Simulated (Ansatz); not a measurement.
# Si(111) with different end groups on 25 % of the top atoms (PBE, PAW set soft_1)

How far can end groups move the ionisation potential of Si(111)?

All values are computed: Ansatz 0.2.0, PBE, plane waves, PAW set soft_1, scalar-relativistic unless marked; slabs or sheets with vacuum, the vacuum level from the planar mean of the electrostatic potential. 2×2 cells of six atomic planes, hydrogen on the lower face and on the remaining top atoms, dipole correction on.

```
group  ionisation potential, upper face (eV)  lower (H) face (eV)  difference (eV)  dipole a group against H (D)
   Li                                   1.85                 4.70            -2.85                         +3.86
  CH3                                   4.43                 4.68            -0.25                         +0.34
   SH                                   4.93                 4.67            +0.26                         -0.35
   Br                                   5.16                 4.68            +0.48                         -0.65
   Cl                                   5.20                 4.68            +0.52                         -0.70
    F                                   5.22                 4.66            +0.56                         -0.76
```

The same valence top is seen through two surface dipoles, so the difference of the faces isolates the group. It runs from -2.85 eV (Li) to +0.56 eV (F). A group that leaves negative charge outermost raises the barrier, and one that ends in positive charge lowers it.

**Worked step.** ΔΦ = −μ/(ε₀A), with μ the dipole of one cell along the outward normal; in working units μ (D) = −ΔΦ (eV) × A (Å²) / 37.7. For Li: −(-2.85) × 51.1 / 37.7 = +3.86 D a cell, shared by 1 group: +3.86 D each.

Where a group brings filled states above the slab's valence band, the valence top is that state. Semilocal levels lie too high, so differences are more trustworthy than the values.

[Logs are printed without paths, hosts, clocks, repeated set-up lines and the standing remarks that a program may print on its own settings, such as how far it seeks lower states.]
